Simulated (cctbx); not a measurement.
## PrNi4P2: precision against data quality

Space group P4_2/mnm (no. 136), a = 7.2070 Å, b = 7.2070 Å, c = 3.6130 Å, α = 90.00°, β = 90.00°, γ = 90.00°.

| atom | mult. | x | y | z | Ueq (Å²) |
| --- | --- | --- | --- | --- | --- |
| Pr1 | 2 | 0 | 0 | 1/2 | 0.0242 |
| Ni1 | 8 | 0.9004 | 0.6670 | 0 | 0.0237 |
| P1 | 4 | 0.2137 | 0.7863 | 0 | 0.0173 |

The model was made for the exercise: a known structure type with other elements put in, its volume estimated, not relaxed; displacement parameters are assumed.

Five simulated data sets (cctbx; Mo Kα, λ = 0.71073 Å; 3 % proportional error) differ in resolution or exposure (noise floor 8 counts in the first three, 8 in the last two). Each is refined with the right model, isotropic at 1.1 Å and anisotropic otherwise. How do the figures of merit and the uncertainties move?

| d min (Å) | top counts | ⟨I/σ⟩ (unmerged, absences included) | unique | param. (scale apart) | Rint | R1 | GooF | largest s.u. xyz (fractional) | s.u. U of P1 (Å²) | largest error (Å) |
| --- | --- | --- | --- | --- | --- | --- | --- | --- | --- | --- |
| 1.1 | 5000 | 10.1 | 52 | 6 | 0.045 | 0.0296 | 2.17 | 0.00080 | 0.0024 | 0.0042 |
| 0.84 | 5000 | 10.8 | 108 | 13 | 0.039 | 0.0096 | 0.92 | 0.00016 | 0.0005 | 0.0019 |
| 0.6 | 5000 | 4.2 | 274 | 13 | 0.094 | 0.0273 | 0.91 | 0.00020 | 0.0005 | 0.0009 |
| 0.75 | 300 | 0.9 | 149 | 13 | 0.504 | 0.0786 | 0.92 | 0.00188 | 0.0048 | 0.0118 |
| 0.75 | 3000 | 4.7 | 149 | 13 | 0.096 | 0.0255 | 0.93 | 0.00032 | 0.0009 | 0.0025 |

GooF reaches 2.17 where the model lacks something that the data hold (anisotropy at the isotropic level, for one). The s.u. of U for P1 goes 0.0024, 0.0005, 0.0005 Å² with resolution and 0.0048, 0.0009 Å² with exposure.

The 1.1 Å row also differs in its displacement model, so it isn't a clean test of resolution.

Hardware for the 0.6 Å refinement: 0.39 s on 1 thread of Arm Neoverse V2, with other jobs on the host, peak memory 0.09 GiB.
